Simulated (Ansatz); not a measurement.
## Charge trapping in amorphous SnO2 (72 atoms)

Aim: add and remove one electron in amorphous SnO2 (72 atoms), with atoms held and relaxed, and read trapping energy and localisation.

Program: Ansatz 0.2.0. Level of theory: Kohn-Sham DFT, PBE, PAW (set soft_2), plane waves. Results are calculated unless marked as measured.

**1. The structure**

The cell holds 72 atoms: 24 Sn and 48 O. Cell: a = 9.851 Å, b = 9.851 Å, c = 9.851 Å, α = 90.0°, β = 90.0°, γ = 90.0°. 72 atoms (24 Sn, 48 O) placed at random at 6.03 g/cm³, melted at 5000 K for 10 ps at fixed volume with the Morse and Coulomb pair potential with partial charges (Pedone, Malavasi, Menziani, Cormack and Segre, J. Phys. Chem. B 110, 11780 (2006)). Quenched from 5000 K to 300 K at 50 K/ps and fixed volume, held 10 ps at zero pressure, then minimised at fixed cell.

Limits known from the start: The quench rate of 50 K/ps is many orders above laboratory rates, so the cell is likely richer in defects and strain than a real sample. The network of bonds at the start is that of the classical potential that made the cell, and needn't be the one that DFT or experiment would give. Sampling is at Γ alone, for a cell whose shortest periodic width is 10 Å.

**2. Single point at the start**

A single point comes first, to see the forces before anything moves.

Input file input.yaml:

```yaml
crystal:
  lattice:
    - [9.85089, 0.0, 0.0]
    - [0.0, 9.85089, 0.0]
    - [0.0, 0.0, 9.85089]
  atoms:
    - { symbol: Sn, position: [0.73091, 0.67318, 0.33118] }
    - { symbol: Sn, position: [0.04728, 0.22312, 0.43013] }
    - { symbol: Sn, position: [0.50768, 0.18186, 0.09938] }
    - { symbol: Sn, position: [0.77408, 0.46414, 0.57574] }
    - { symbol: Sn, position: [0.22104, 0.70104, 0.38794] }
    - { symbol: Sn, position: [0.49284, 0.71835, 0.59705] }
    - { symbol: Sn, position: [0.98468, 0.20446, 0.94124] }
    - { symbol: Sn, position: [0.20755, 0.46836, 0.74904] }
    - { symbol: Sn, position: [0.20905, 0.03665, 0.17425] }
    - { symbol: Sn, position: [0.57968, 0.99695, 0.47804] }
    - { symbol: Sn, position: [0.83051, 0.02655, 0.23922] }
    - { symbol: Sn, position: [0.98276, 0.7261, 0.11957] }
    - { symbol: Sn, position: [0.83476, 0.53879, 0.93722] }
    - { symbol: Sn, position: [0.99484, 0.69061, 0.64048] }
    - { symbol: Sn, position: [0.25344, 0.80454, 0.89346] }
    - { symbol: Sn, position: [0.36661, 0.2952, 0.43695] }
    - { symbol: Sn, position: [0.49691, 0.858, 0.12977] }
    - { symbol: Sn, position: [0.20196, 0.98672, 0.60043] }
    - { symbol: Sn, position: [0.46435, 0.54394, 0.05616] }
    - { symbol: Sn, position: [0.12007, 0.4241, 0.18047] }
    - { symbol: Sn, position: [0.79192, 0.92496, 0.87018] }
    - { symbol: Sn, position: [0.81306, 0.1384, 0.62617] }
    - { symbol: Sn, position: [0.52721, 0.3858, 0.77459] }
    - { symbol: Sn, position: [0.75446, 0.37078, 0.20368] }
    - { symbol: O, position: [0.87584, 0.54061, 0.741] }
    - { symbol: O, position: [0.5752, 0.96493, 0.2752] }
    - { symbol: O, position: [0.38038, 0.01324, 0.06401] }
    - { symbol: O, position: [0.36483, 0.37272, 0.63556] }
    - { symbol: O, position: [0.63784, 0.92114, 0.99748] }
    - { symbol: O, position: [0.36336, 0.19015, 0.2465] }
    - { symbol: O, position: [0.85472, 0.74294, 0.96438] }
    - { symbol: O, position: [0.70464, 0.17578, 0.17859] }
    - { symbol: O, position: [0.36515, 0.47575, 0.8786] }
    - { symbol: O, position: [0.89231, 0.83802, 0.71994] }
    - { symbol: O, position: [0.63076, 0.52425, 0.92389] }
    - { symbol: O, position: [0.40129, 0.91646, 0.54838] }
    - { symbol: O, position: [0.5291, 0.19048, 0.47398] }
    - { symbol: O, position: [0.09082, 0.32192, 0.81471] }
    - { symbol: O, position: [0.84589, 0.34418, 0.00032] }
    - { symbol: O, position: [0.85094, 0.82484, 0.24765] }
    - { symbol: O, position: [0.55637, 0.38317, 0.14608] }
    - { symbol: O, position: [0.66536, 0.99849, 0.66928] }
    - { symbol: O, position: [0.39174, 0.74498, 0.7579] }
    - { symbol: O, position: [0.04261, 0.06377, 0.29354] }
    - { symbol: O, position: [0.12684, 0.8542, 0.05537] }
    - { symbol: O, position: [0.86313, 0.63478, 0.48987] }
    - { symbol: O, position: [0.38438, 0.62937, 0.45817] }
    - { symbol: O, position: [0.51372, 0.23988, 0.9112] }
    - { symbol: O, position: [0.12961, 0.81066, 0.53074] }
    - { symbol: O, position: [0.23806, 0.14941, 0.49508] }
    - { symbol: O, position: [0.13209, 0.22104, 0.08149] }
    - { symbol: O, position: [0.69316, 0.30786, 0.68501] }
    - { symbol: O, position: [0.90781, 0.03348, 0.05068] }
    - { symbol: O, position: [0.13311, 0.66801, 0.80334] }
    - { symbol: O, position: [0.28142, 0.86702, 0.28121] }
    - { symbol: O, position: [0.78061, 0.0677, 0.43208] }
    - { symbol: O, position: [0.86533, 0.11052, 0.81467] }
    - { symbol: O, position: [0.2037, 0.96795, 0.79432] }
    - { symbol: O, position: [0.94553, 0.32596, 0.26239] }
    - { symbol: O, position: [0.12861, 0.54492, 0.58] }
    - { symbol: O, position: [0.30117, 0.4985, 0.15913] }
    - { symbol: O, position: [0.0329, 0.53684, 0.02967] }
    - { symbol: O, position: [0.69959, 0.46361, 0.38227] }
    - { symbol: O, position: [0.59697, 0.55147, 0.64549] }
    - { symbol: O, position: [0.08348, 0.63418, 0.26779] }
    - { symbol: O, position: [0.57158, 0.68221, 0.19796] }
    - { symbol: O, position: [0.01346, 0.08116, 0.58109] }
    - { symbol: O, position: [0.81347, 0.56586, 0.16417] }
    - { symbol: O, position: [0.63141, 0.78678, 0.47039] }
    - { symbol: O, position: [0.90185, 0.31165, 0.53445] }
    - { symbol: O, position: [0.38479, 0.7319, 0.02549] }
    - { symbol: O, position: [0.18415, 0.3613, 0.36507] }
kpoints:
  mp_grid: { grid: [1, 1, 1] }
hamiltonian:
  xc: pbe
scf:
  occupations: { method: fixed }
output:
  forces: true
```

Launch:

```sh
ansatz run input.yaml --threads 4 --pin off --max-ram 8192MiB --backend cpu --events-out ev --progress --plain --runs-dir out
```

Numbers of over 12 decimals in the logs are rounded to 6 here.

Output:

```text
Engine: ansatz 0.2.0, x86_64-unknown-linux-gnu
Pseudopotentials: kind: paw
Pseudopotential: Sn, paw, valence charge 14, recommended cutoff 420 eV (normal), Sn.paw.azcp
Pseudopotential: O, paw, valence charge 6, recommended cutoff 420 eV (normal), O.paw.azcp
[... 5 lines on functional and potentials left out ...]
Crystal: 72 atoms, lattice volume = 955.931 Å³
Basis set: ecut = 420 eV, 18805 PW (Γ), exchange–correlation on 144×144×144 points (8 copies of the dense FFT grid, shifted against one another)
Bands: 384, of which v1, the nominal top of the filled ones, is band 312 counted from 1 (311 counted from 0)
Symmetry: 1 space group operations
Space group: P1 (ITA 1), of the structure as read, at distance tolerance 9.9e-5 Å
k-points: 1
[... 5 lines on functional and potentials left out ...]
Initial density: superposition of atomic densities (neutral atoms: chi_scale 0, normalization atom), corrected by the library's trained network
Initial wavefunctions: pseudopotential atomic-orbital guess
Functional: x = pbe(κ = 0.804, μ = 0.219515), c = pbe(β = 0.066725)
SCF iter   1: F=—  HF=-171794.928988 eV  |F-HF|=—  |Δ(HF+E_count)|=         —  Δρ=3.87e-3  dr2=1.19e-1  ethr=1.77e-3  ⟨swp⟩=4.0  Hψ=1239  notcnv=0  defer=70
preconditioner: auto → Resta (q_TF=auto, 2.541 Å⁻¹)  ε∞=3.5  [insulator: Δε(μ)=0.309 eV  Ē_g=18.891 eV  n_scr=250 (ndim 8)  ℏωp=30.0 eV  f_vac=0.092  ε∞_Penn≈3.5]
SCF iter   2: F=—  HF=-171794.936153 eV  |F-HF|=—  |Δ(HF+E_count)|=   7.17e-3  Δρ=1.97e-3  dr2=2.22e-2  ethr=1.91e-5  ⟨swp⟩=3.0  Hψ=731  notcnv=0  defer=70
SCF iter   3: F=—  HF=-171794.936320 eV  |F-HF|=—  |Δ(HF+E_count)|=   1.67e-4  Δρ=9.02e-4  dr2=7.34e-3  ethr=3.55e-6  ⟨swp⟩=2.0  Hψ=495  notcnv=0  defer=70
SCF iter   4: F=—  HF=-171794.936824 eV  |F-HF|=—  |Δ(HF+E_count)|=   5.04e-4  Δρ=3.23e-4  dr2=1.03e-3  ethr=1.18e-6  ⟨swp⟩=2.0  Hψ=479  notcnv=0  defer=70
SCF iter   5: F=—  HF=-171794.936885 eV  |F-HF|=—  |Δ(HF+E_count)|=   6.08e-5  Δρ=1.53e-4  dr2=2.24e-4  ethr=1.66e-7  ⟨swp⟩=2.0  Hψ=493  notcnv=0  defer=69
SCF iter   6: F=—  HF=-171794.936907 eV  |F-HF|=—  |Δ(HF+E_count)|=   2.20e-5  Δρ=7.03e-5  dr2=4.96e-5  ethr=3.59e-8  ⟨swp⟩=2.0  Hψ=481  notcnv=0  defer=64
SCF iter   7: F=—  HF=-171794.937928 eV  |F-HF|=—  |Δ(HF+E_count)|=   1.02e-3  Δρ=2.82e-5  dr2=7.98e-6  ethr=7.95e-9  ⟨swp⟩=2.0  Hψ=614  notcnv=0  defer=64
SCF iter   8: F=—  HF=-171794.937933 eV  |F-HF|=—  |Δ(HF+E_count)|=   4.79e-6  Δρ=1.31e-5  dr2=1.86e-6  ethr=1.28e-9  ⟨swp⟩=2.0  Hψ=485  notcnv=0  defer=64
SCF iter   9: F=—  HF=-171794.937934 eV  |F-HF|=—  |Δ(HF+E_count)|=   1.34e-6  Δρ=5.91e-6  dr2=3.51e-7  ethr=2.98e-10  ⟨swp⟩=2.0  Hψ=485  notcnv=0  defer=64
SCF iter  10: F=-171794.937935 eV  HF=-171794.937935 eV  |F-HF|=1.65e-8  |Δ(HF+E_count)|=   2.00e-7  Δρ=2.87e-6  dr2=8.12e-8  ethr=1.60e-11  ⟨swp⟩=4.0  Hψ=1156  notcnv=0
SCF 1 converged in 10 iterations: F = -171794.937935 eV  dr2 = 8.12e-8
  greatest PAW one-centre occupation: 0.997 electrons in one spin orbital (limit 2), on the Sn atom at site 16 (counted from 0), in its partial waves of l = 2
SCF converged after 10 iterations
Free energy (F): -171794.937935 eV
Harris-Foulkes:  -171794.937935 eV  (|F-HF|=1.65e-8)
Internal energy: -171794.937935 eV  (E = F + TS)
E sigma→0 (E₀):  -171794.937935 eV
Fermi energy:    8.292577 eV
--- Per-component energies (eV) ---
  E_band       = -2375.186329
  E_kinetic    = 12977.938536
  E_local      = -42289.458008  (includes V_loc(G=0)·N_el)
  E_nonlocal   = 1615.079305
  E_hartree    = 21370.630063
  E_xc         = -12649.111330
  E_vxc        = -6752.045522  (∫ρ·V_xc dr)
  E_paw        = -107139.809802  (= ΣΔE_a)
  E_vpaw       = -10668.069773  (= ΣTr[D̂ρ^β])
  E_aug_tail   = 0.117638  (compensation charges beyond the density's cutoff)
  E_ewald      = -45680.324337
  E_smearing   = -0.000000  (= −TS)
  E_closure    = 0.000000  (closes the sum)
  Σ components = -171794.937935   (vs F -171794.937935, Δ=0.00e0)
--- Forces (eV/Å), atoms counted from 1 ---
  atom   1  Sn    -0.34549052    -0.59023071    -0.24173281
  atom   2  Sn    -0.15077351    -0.62785532    -0.33115627
  atom   3  Sn     0.09273441     0.38953225     0.08208538
  atom   4  Sn    -0.31257896     0.62302422    -0.09364725
  atom   5  Sn     0.83389561     0.96024767    -0.10940284
  atom   6  Sn    -0.92098907     0.54444057     0.57662130
  atom   7  Sn     0.58193547     0.87436335     1.03804205
  atom   8  Sn    -0.24922660     0.59533682     0.19526619
  atom   9  Sn    -0.20161301    -0.30012434     0.79438719
  atom  10  Sn    -0.94348606    -0.16741793    -0.32423662
  atom  11  Sn     0.10542162     0.15143413    -0.32239746
  atom  12  Sn     0.53295791     0.02915549    -0.36471865
  atom  13  Sn    -0.26870226    -0.33438907     0.08194843
  atom  14  Sn     0.23144904    -0.13624299     0.98371322
[...]
atom  71  O     -0.24019390    -0.45120114    -0.12555313
  atom  72  O      0.22706501     0.72482263     0.67006026
  max |Σ_I F_I| component: 5.22e-5 eV/Å
```

The job ended after 6.3 s (4 threads of Intel Xeon Platinum 8488C (Sapphire Rapids), shared host; peak memory 1.3 GiB; 23 s of CPU time).

The r.m.s. force at the start is 0.53 eV/Å.

**3. Relaxation**

The atoms are relaxed in the fixed cell, aiming at the force tolerance of the input.

Input file input.yaml:

```yaml
crystal:
  lattice:
    - [9.85089, 0.0, 0.0]
    - [0.0, 9.85089, 0.0]
    - [0.0, 0.0, 9.85089]
  atoms:
    [... the 72 atom lines of step 2 ...]
kpoints:
  mp_grid: { grid: [1, 1, 1] }
hamiltonian:
  xc: pbe
scf:
  occupations: { method: fixed }
output:
  forces: true
relax:
  f_tol: 0.05
  max_steps: 120
```

Output:

```text
[...]
Crystal: 72 atoms, lattice volume = 955.931 Å³
Basis set: ecut = 420 eV, 18805 PW (Γ), exchange–correlation on 144×144×144 points (8 copies of the dense FFT grid, shifted against one another)
Bands: 384, of which v1, the nominal top of the filled ones, is band 312 counted from 1 (311 counted from 0)
Symmetry: 1 space group operations
[...]
k-points: 1
[...]
SCF iter   1: F=—  HF=-171794.928989 eV  |F-HF|=—  |Δ(HF+E_count)|=         —  Δρ=3.87e-3  dr2=1.19e-1  ethr=1.77e-3  ⟨swp⟩=4.0  Hψ=1239  notcnv=0  defer=70
[...]
SCF iter   6: F=-171794.937911 eV  HF=-171794.937911 eV  |F-HF|=7.12e-8  |Δ(HF+E_count)|=   5.17e-5  Δρ=7.06e-5  dr2=4.97e-5  ethr=1.00e-8  ⟨swp⟩=3.0  Hψ=1182  notcnv=0
SCF 1 converged in 6 iterations: F = -171794.937911 eV  dr2 = 4.97e-5
[...]
relax step   1: F+E_penalty+E_count = -171794.93791114 eV  Δ(F+E_penalty+E_count) = +0.000e0 eV  max|allowed force component| = 1.596e0 eV/Å  Δτ_max = 0.0000 Å  (6 SCF iters, dr2 threshold 6.25e-5 eV, accepted)
[...]
relax step   2: F+E_penalty+E_count = -171797.14554911 eV  Δ(F+E_penalty+E_count) = -2.208e0 eV  max|allowed force component| = 4.415e-1 eV/Å  Δτ_max = 0.1995 Å  (8 SCF iters, dr2 threshold 1.00e-4 eV, accepted)
[...]
relax step   3: F+E_penalty+E_count = -171797.48702193 eV  Δ(F+E_penalty+E_count) = -3.415e-1 eV  max|allowed force component| = 3.365e-1 eV/Å  Δτ_max = 0.0840 Å  (8 SCF iters, dr2 threshold 1.22e-5 eV, accepted)
relax step   4: F+E_penalty+E_count = -171797.74994431 eV  Δ(F+E_penalty+E_count) = -2.629e-1 eV  max|allowed force component| = 1.998e-1 eV/Å  Δτ_max = 0.2000 Å  (8 SCF iters, dr2 threshold 8.67e-6 eV, accepted)
relax step   5: F+E_penalty+E_count = -171797.82886448 eV  Δ(F+E_penalty+E_count) = -7.892e-2 eV  max|allowed force component| = 1.639e-1 eV/Å  Δτ_max = 0.2000 Å  (8 SCF iters, dr2 threshold 1.41e-5 eV, accepted)
relax step   6: F+E_penalty+E_count = -171797.86088257 eV  Δ(F+E_penalty+E_count) = -3.202e-2 eV  max|allowed force component| = 9.227e-2 eV/Å  Δτ_max = 0.0618 Å  (7 SCF iters, dr2 threshold 9.48e-6 eV, accepted)
relax step   7: F+E_penalty+E_count = -171797.94368203 eV  Δ(F+E_penalty+E_count) = -8.280e-2 eV  max|allowed force component| = 1.672e-1 eV/Å  Δτ_max = 0.2000 Å  (9 SCF iters, dr2 threshold 2.70e-6 eV, accepted)
relax step   8: F+E_penalty+E_count = -171798.00836248 eV  Δ(F+E_penalty+E_count) = -6.468e-2 eV  max|allowed force component| = 2.326e-1 eV/Å  Δτ_max = 0.1908 Å  (8 SCF iters, dr2 threshold 8.86e-6 eV, accepted)
relax step   9: F+E_penalty+E_count = -171798.08718605 eV  Δ(F+E_penalty+E_count) = -7.882e-2 eV  max|allowed force component| = 1.259e-1 eV/Å  Δτ_max = 0.2000 Å  (7 SCF iters, dr2 threshold 5.41e-5 eV, accepted)
relax step  10: F+E_penalty+E_count = -171798.09775347 eV  Δ(F+E_penalty+E_count) = -1.057e-2 eV  max|allowed force component| = 3.301e-2 eV/Å  Δτ_max = 0.0372 Å  (7 SCF iters, dr2 threshold 4.64e-6 eV, accepted)
[...]
relax step  11: F+E_penalty+E_count = -171798.09775459 eV  Δ(F+E_penalty+E_count) = -1.120e-6 eV  max|allowed force component| = 3.297e-2 eV/Å  Δτ_max = 0.0000 Å  (5 SCF iters, accepted)
SCF converged after 5 iterations
Free energy (F): -171798.097755 eV
[...]
Internal energy: -171798.097755 eV  (E = F + TS)
E sigma→0 (E₀):  -171798.097755 eV
Fermi energy:    8.119167 eV
[...]
--- Forces (eV/Å), atoms counted from 1 ---
  atom   1  Sn     0.01209337     0.01874858     0.00746962
  atom   2  Sn     0.00778742     0.00462149    -0.01331858
  atom   3  Sn    -0.01490054     0.00467299     0.00080708
  atom   4  Sn    -0.00116206     0.00264088     0.00198578
  atom   5  Sn    -0.00494358     0.01287798    -0.00488917
  atom   6  Sn     0.01631635     0.03297470     0.00440060
  atom   7  Sn     0.00190476     0.01510137    -0.00346040
  atom   8  Sn    -0.00110971    -0.00521589    -0.02147968
  atom   9  Sn     0.00570822    -0.00816585    -0.00757283
  atom  10  Sn     0.01247538     0.00831694    -0.00041198
  atom  11  Sn     0.00323458    -0.01246739    -0.00435754
  atom  12  Sn     0.02145482    -0.03270324    -0.00192985
  atom  13  Sn     0.01919060    -0.00330389     0.00796066
  atom  14  Sn    -0.01295491     0.00954806    -0.01885492
[...]
atom  71  O      0.01702850     0.00314515     0.00544491
  atom  72  O     -0.00838995    -0.00175586     0.00141939
  max |Σ_I F_I| component: 2.44e-5 eV/Å
--- Relaxed structure (11 steps of the walk, 11 accepted, 0 SCFs on fresh bases) ---
  F+E_penalty+E_count = -171798.09775459 eV   max|allowed force component| = 3.297e-2 eV/Å
  atoms:
    - { symbol: Sn, position: [0.722926, 0.675176, 0.331386] }
    - { symbol: Sn, position: [0.050664, 0.220318, 0.422314] }
    - { symbol: Sn, position: [0.510271, 0.190496, 0.084731] }
    - { symbol: Sn, position: [0.768439, 0.465986, 0.575362] }
[...]
- { symbol: O, position: [0.194616, 0.364729, 0.372875] }
```

Wall time 79 s (4 threads); peak memory 1.3 GiB; 4.6 min of CPU time.

The relaxation converged after 11 steps, 3.16 eV below its start, with a largest force component of 0.033 eV/Å.

(Continued in part 2 of 4.)

[Logs are printed without paths, hosts, clocks, repeated set-up lines and the standing remarks that a program may print on its own settings, such as how far it seeks lower states.]

[Hosts, paths, dates, database ids (printed as entryN), source tags and the programs' standing remarks are cut or masked in the printed files.]
